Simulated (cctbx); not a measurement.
**Which space group?**

Cell: a = 13.1250 Å, b = 6.3230 Å, c = 9.5160 Å, α = 90.00°, β = 131.36°, γ = 90.00°. Expected content of the cell: Ru8 O36 N8.

Simulated single-crystal data (cctbx): Mo Kα, λ = 0.71073 Å, to d = 0.8 Å, 80 % of the full sphere, strongest reflection 40000 counts, noise from counting, a 1.5 % proportional error and a noise floor of 15 counts (s.d.); no absorption.

Tests on the unmerged data give:

```text
3890 reflections to d = 0.800 A
centring   violations  <I/sigma> of those
    A        818 of  1955     11.8
    B        818 of  1987     11.6
    C          0 of  1954     -0.0
    I        757 of  1908     10.8
    R       1072 of  2600     11.4
    F        818 of  2948      7.8
Laue class    unique    Rint  (classes that these axes allow; Friedel mates merged)
C 1 2/m 1         657   0.016
space group    extra absences  I>4sigma  <I/sigma>
C 1 2 1                 0          0         -  acentric
C 1 m 1                 0          0         -  acentric
C 1 2/m 1               0          0         -  centric
Wilson B = 0.26 A^2   <|E^2-1|> = 1.049 (0.968 centric, 0.736 acentric)   E^2>4: 4.4 %
shell (A)         n   <I/sigma>
 7.14 - 1.60     88     43.2
 1.60 - 1.27     85     38.5
 1.27 - 1.11     85     39.1
 1.11 - 1.01     78     32.9
 1.01 - 0.94     89     33.7
 0.94 - 0.88     75     39.3
 0.88 - 0.84     80     29.9
 0.84 - 0.80     77     30.6
```

Q: Read the symmetry from these tables.

The reflections that C centring forbids are absent (⟨I/σ⟩ near 0), so the lattice is C.

Only C 1 2/m 1 fits these axes (Rint 0.016); a search for a hidden higher lattice was not made.

3 settings pass the absence test. No glide or screw absences show, which leaves C 1 2 1, C 1 m 1 and C 1 2/m 1.

⟨|E²−1|⟩ = 1.049 leans to a centrosymmetric structure. The Wilson B of 0.26 Å² means U ≈ 0.0033 Å².

The true group is C2/m (no. 12), Laue class 2/m, centrosymmetric. The tables only narrow the choice to the tied entries; cell content, site symmetry and trial solutions must settle it.

The model was made for the exercise: a known structure type with other elements put in, its volume estimated, not relaxed; displacement parameters are assumed.

[Logs are printed without paths, hosts, clocks, repeated set-up lines and the standing remarks that a program may print on its own settings, such as how far it seeks lower states.]
